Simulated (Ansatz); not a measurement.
# Leakage through LiF between Al(100) and Al(100): one more thickness

The current through thinner LiF barriers is known. What leaks through 5 layers at 0.25 V?

**Method.** Ansatz 0.2.0, plane waves with PAW datasets, PBE; a slab with two metal leads whose outer parts are reservoirs, with density and current solved under bias (Landauer, 300 K). The LiF is strained to the lead's lattice, the interfaces are relaxed in a short slab (PBE+D3(BJ)), and bulk layers are laid on.

Results; the value marked ? is to be predicted:

```tsv
layers of LiF	cell length (Å)	drop between the leads' cuts at 0.25 V (V)	current density at 0.25 V (A/m²)
1	66.22	0.230	9.87×10¹²
2	68.33	0.247	2.62×10¹¹
3	70.31	0.248	1.37×10¹⁰
5	74.30	0.248	?
```

Worked fit:

Deep in a barrier the current should fall by a fixed factor for each layer; the steps shown give 38 and 19 per layer. A straight line through ln J for 2 and 3 layers has the slope −2.953 per layer, a factor of 19; with about 1.98 Å per layer that is β = 1.5 Å⁻¹. Then J = exp(32.196 − 2.953 × 5). Predicted: 3.72×10⁷ A/m².

What the run gave:

2.51×10⁷ A/m², so the prediction is 48 % too high. From 3 to 5 layers the current falls by 23 per layer, against the fitted 19. The steps are uneven, so one factor describes this series only roughly.

Caveats: On every other k-point the currents of these runs, at any bias, move by up to 34 %. A semilocal functional makes the barrier's gap too small; each thickness has its own relaxed interfaces. At 2, 3 and 5 layers the conductance at 0 V times the bias is 7.0, 29 and 36 times the current, a sign of narrow levels at zero bias or of coarse sampling.

[Logs are printed without paths, hosts, clocks, repeated set-up lines and the standing remarks that a program may print on its own settings, such as how far it seeks lower states.]
